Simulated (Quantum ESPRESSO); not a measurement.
# Energy and gap at +3 % biaxial strain: H-CC-F chair, 1 layer

How the rows were computed: Quantum ESPRESSO 7.5 driven by ASE, PBE, GBRV ultrasoft, ESM (bc1); atomic heights clamped; cell area 5.734 Å² at zero strain.

| strain (%) | energy (meV a cell) | gap on the mesh (eV) |
| --- | --- | --- |
| −3 | 95.42 | 2.237 |
| −1.5 | 23.08 | 2.436 |
| 0 | 0.00 | 2.624 |
| +1.5 | 20.39 | 2.794 |

One more run was made and is withheld. What are energy and gap at +3 %, and how stiff is the sheet?

By hand: About zero, E'' = (23.08 + 20.39 − 2 × 0.00)/1.5² = 19.32 meV per %² and E' = (20.39 − 23.08)/3 = −0.90 meV per %. With E = A K ε², where K = (C11 + C22)/2 + C12 (C11 + C12 for a hexagonal sheet), K = 19.32 × 10/(2 × 5.734) × 16.02 = 270 N/m. The parabola gives E(+3 %) = 0.00 + 3 × (−0.90) + 4.5 × 19.32 = 84.2 meV. Continuing the last slope, the gap is 2 × 2.794 − 2.624 = 2.964 eV.

What the calculation gave: E = 78.9 meV and the gap 2.950 eV. The parabola misses by +5.3 meV, too high, since bonds soften under tension. The gap's line misses by +0.014 eV.

Caveats: Clamped heights stiffen sheets with several planes. Semilocal gap, no spin-orbit coupling.
